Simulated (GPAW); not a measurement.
# RbH (honeycomb monolayer): G0W0 on several meshes in GPAW

Wanted: mesh dependence and cost of G0W0 for RbH (honeycomb monolayer).

Method: LDA and many-body steps on it, plane waves, in GPAW 26.7.0.

Most raw output is cut from this account.

**1. Starting point**

The cell holds 2 atoms: 1 Rb and 1 H. Its edges and angles: a = 4.612 Å, b = 4.612 Å, c = 11.400 Å, α = 90.0°, β = 90.0°, γ = 120.0°. Vacuum lies along c.

As a file:

```xyz
2
Lattice="4.6120 0.0000 0.0000 -2.3060 3.9941 0.0000 0.0000 0.0000 11.4000" Properties=species:S:1:pos:R:3
Rb    0.0000    2.6628    5.7013
H     2.3060    1.3314    5.6987
```

The structure was relaxed with LDA. The runs that relaxed it are not among those shown.

**2. Empty states on the mesh, 9×9×1 mesh, 351 bands**

This step: GPAW 26.7.0; DFT, LDA, plane waves, PAW.

The sums over transitions need many empty states on a uniform mesh; this step solves for them.

run.py reads:

```python
import json
import numpy as np
from gpaw.mpi import world
from gpaw import GPAW

calc = GPAW('gs.gpw').fixed_density(kpts={'size': (9, 9, 1), 'gamma': True},
    nbands=409,
    convergence={'bands': 351},
    txt='nscf.txt')
calc.write('full.gpw', mode='all')
res = {}
kpts = calc.get_ibz_k_points()
res['kpts'] = kpts
res['eigenvalues'] = [calc.get_eigenvalues(kpt=k) for k in range(len(kpts))]
res['n_electrons'] = calc.get_number_of_electrons()

if world.rank == 0:
    with open('result.json', 'w') as f:
        json.dump(res, f, default=lambda x: x.tolist())
```

Started as:

```bash
$ mpirun -n 4 gpaw python run.py
```

The job ended after 6.5 min (4 MPI ranks of Arm Neoverse V2, shared host; peak memory 1.9 GiB).

This step gave:

| Property | Result |
| --- | --- |
| gap | 2.891 eV |
| k of the valence top | 0.3333, 0.3333, 0 |
| k of the conduction bottom | 0, 0, 0 |
| least direct gap | 3.662 eV |
| k points computed | 12 |
| lowest point of the top converged band, above the valence top | 79.9167 eV |

On this mesh the gap is 2.891 eV.

**3. 9×9×1**

Now the one-shot GW correction: screening in the RPA, then the self-energy of the levels asked for.

This step: G0W0 on LDA, plane waves, PAW.

run.py reads:

```python
import json
import numpy as np
from gpaw.mpi import world
from gpaw.response.g0w0 import G0W0

gw = G0W0('full.gpw',
    filename='gw',
    kpts=[0, 6, 9],
    bands=(3, 7),
    ecut=48,
    nbands=158,
    truncation='2D',
    integrate_gamma='sphere',
    q0_correction=True,
    frequencies={'type': 'nonlinear', 'domega0': 0.15, 'omega2': 15.0},
    eta=0.1,
    nblocksmax=True)
gw.calculate()
res = {mode: {k: v for k, v in r.items() if k != 'sigma_eskwn'}
       for mode, r in gw.all_results.items()}

if world.rank == 0:
    with open('result.json', 'w') as f:
        json.dump(res, f, default=lambda x: x.tolist())
```

Started as:

```bash
$ mpirun -n 4 gpaw python run.py
```

The job ended after 3.6 min (4 MPI ranks; peak memory 2.1 GiB).

This step gave:

| Item | Value |
| --- | --- |
| G0W0 gap on the points computed | 5.469 eV |
| least direct G0W0 gap on the computed points | 6.558 eV |
| Z at the valence top | 0.7568 |
| Z at the conduction bottom | 0.9086 |
| starting gap on the mesh | 2.891 eV |
| k of the valence top | 0.3333, 0.3333, 0 |
| k of the conduction bottom | 0, 0, 0 |

The gap on the mesh goes from 2.89 eV to 5.47 eV, a correction of +2.58 eV.

**4. Empty states on the mesh, 6×6×1 mesh, 168 bands**

This step: DFT, LDA, plane waves, PAW.

run.py reads:

```python
import json
import numpy as np
from gpaw.mpi import world
from gpaw import GPAW

calc = GPAW('gs.gpw').fixed_density(kpts={'size': (6, 6, 1), 'gamma': True},
    nbands=196,
    convergence={'bands': 168},
    txt='nscf.txt')
calc.write('full.gpw', mode='all')
res = {}
kpts = calc.get_ibz_k_points()
res['kpts'] = kpts
res['eigenvalues'] = [calc.get_eigenvalues(kpt=k) for k in range(len(kpts))]
res['n_electrons'] = calc.get_number_of_electrons()

if world.rank == 0:
    with open('result.json', 'w') as f:
        json.dump(res, f, default=lambda x: x.tolist())
```

Started as:

```bash
$ mpirun -n 4 gpaw python run.py
```

The job ended after 75 s (4 MPI ranks; peak memory 1.3 GiB; 5 min of CPU time).

This step gave:

| Item | Value |
| --- | --- |
| gap | 2.891 eV |
| k of the valence top | 0.3333, 0.3333, 0 |
| k of the conduction bottom | 0, 0, 0 |
| least direct gap | 3.671 eV |
| k points computed | 7 |
| lowest point of the top converged band, above the valence top | 48.71 eV |

On this mesh the gap is 2.891 eV.

**5. 6×6×1**

This step: G0W0 on LDA, plane waves, PAW.

run.py reads:

```python
import json
import numpy as np
from gpaw.mpi import world
from gpaw.response.g0w0 import G0W0

gw = G0W0('full.gpw',
    filename='gw',
    kpts=[0, 4, 6],
    bands=(3, 7),
    ecut=48,
    nbands=158,
    truncation='2D',
    integrate_gamma='sphere',
    q0_correction=True,
    frequencies={'type': 'nonlinear', 'domega0': 0.15, 'omega2': 15.0},
    eta=0.1,
    nblocksmax=True)
gw.calculate()
res = {mode: {k: v for k, v in r.items() if k != 'sigma_eskwn'}
       for mode, r in gw.all_results.items()}

if world.rank == 0:
    with open('result.json', 'w') as f:
        json.dump(res, f, default=lambda x: x.tolist())
```

Started as:

```bash
$ mpirun -n 4 gpaw python run.py
```

Wall time 65 s (4 MPI ranks); peak memory 1.7 GiB; 4.3 min of CPU time.

Numbers from this step:

```yaml
g0w0_gap_on_the_points_computed: 5.472 eV
least_direct_g0w0_gap_on_the_computed_points: 6.585 eV
z_at_the_valence_top: 0.7639
z_at_the_conduction_bottom: 0.9055
starting_gap_on_the_mesh: 2.891 eV
k_of_the_valence_top: 0.3333, 0.3333, 0
k_of_the_conduction_bottom: 0, 0, 0
```

Against G0W0 in GPAW (9×9×1 mesh, 158 bands, screening to 48 eV, full frequency, Hilbert transform), the gap moves by +0.003 eV.

**6. Side by side**

Times are wall times on 4 MPI ranks of Arm Neoverse V2, shared host, good to a factor of about two.

```tsv
run	mesh	bands	screening cutoff (eV)	DFT gap (eV)	gap on the mesh (eV)	direct (eV)	time
9×9×1	9×9×1	158	48	2.891	5.469	6.558	3.6 min
6×6×1	6×6×1	158	48	2.891	5.472	6.585	65 s
```

**7. What came out**

```
9×9×1        : 5.469 eV
6×6×1        : 5.472 eV
known limits : not at the basis limit; no spin-orbit coupling
```

What this shows: 6×6×1: +0.003 eV against 9×9×1. Bands and cutoff are finite, so the gap is not at the basis limit. The miss can reach some tenths of an eV and take either sign; the mesh is an error of its own. These stock PAW sets were not made for GW. In the G0W0 runs levels were corrected at 3 k points alone, so a gap called «on the mesh» is the least over those, and an edge elsewhere would be missed. The many-body steps are scalar-relativistic: spin-orbit coupling is not in them.

[Paths, hosts, dates, memory and timing lines, banners, echoed tables and standing remarks are left out of the program output.]

[Logs are printed without paths, hosts, clocks, repeated set-up lines and the standing remarks that a program may print on its own settings, such as how far it seeks lower states.]

[Runs of the session that timed out or met a known fault of the program may be left out.]

[Hosts, paths, dates, database ids (printed as entryN), source tags and the programs' standing remarks are cut or masked in the printed files.]
